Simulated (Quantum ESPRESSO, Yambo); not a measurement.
An input for Yambo 5.3.0 (SnTe (Fm-3m)):

```
HF_and_locXC
gw0
dyson
ppa
em1d
rim_cut
RandQpts= 1000000
RandGvec= 1 RL
EXXRLvcs= 88 Ry
VXCRLvcs= 352 Ry
Chimod= "HARTREE"
% BndsRnXp
 1 | 165 |
%
NGsBlkXp= 12 Ry
% LongDrXp
 1 | 1 | 1 |
%
% GbndRnge
 1 | 165 |
%
DysSolver= "n"
ExtendOut
PPAPntXp= 27.21138 eV
% QPkrange
 3 | 3 | 22 | 25 |
 1 | 1 | 22 | 25 |
%
```

The database entry behind the starting cell differs from later determinations by our own check (about 0.3 % short), so it need not match the best structure at ambient conditions.

```sh
OMP_NUM_THREADS=1 mpirun -n 4 yambo -F gw1.in -J gw1 -C gw1 > gw1.log
```

The stored states that it reads are on a 4×4×4 mesh. Symmetry: Fm-3m, No. 225, cubic system. The conventional cell has a = 6.302 Å, b = 6.302 Å, c = 6.302 Å, α = 90.00°, β = 90.00°, γ = 90.00°. Nearest to Sn lie 6 Te at 3.15 Å. Te has 6 Sn at 3.15 Å nearest. Farther neighbours and most contacts between anions are not listed.

How long will it take on 4 MPI ranks of Arm Neoverse V1, shared host, and how much memory?

It took 5 min; on shared hardware allow 2.5 min to 10 min. Peak host memory was 2.2 GiB.

The screening grows as filled bands × empty bands × pairs of k points, times the square of the screening basis for the matrix.

[Paths, hosts, dates, memory and timing lines, banners, echoed tables and standing remarks are left out of the program output.]

[Logs are printed without paths, hosts, clocks, repeated set-up lines and the standing remarks that a program may print on its own settings, such as how far it seeks lower states.]

[Runs of the session that timed out or met a known fault of the program may be left out.]

[Hosts, paths, dates, database ids (printed as entryN), source tags and the programs' standing remarks are cut or masked in the printed files.]
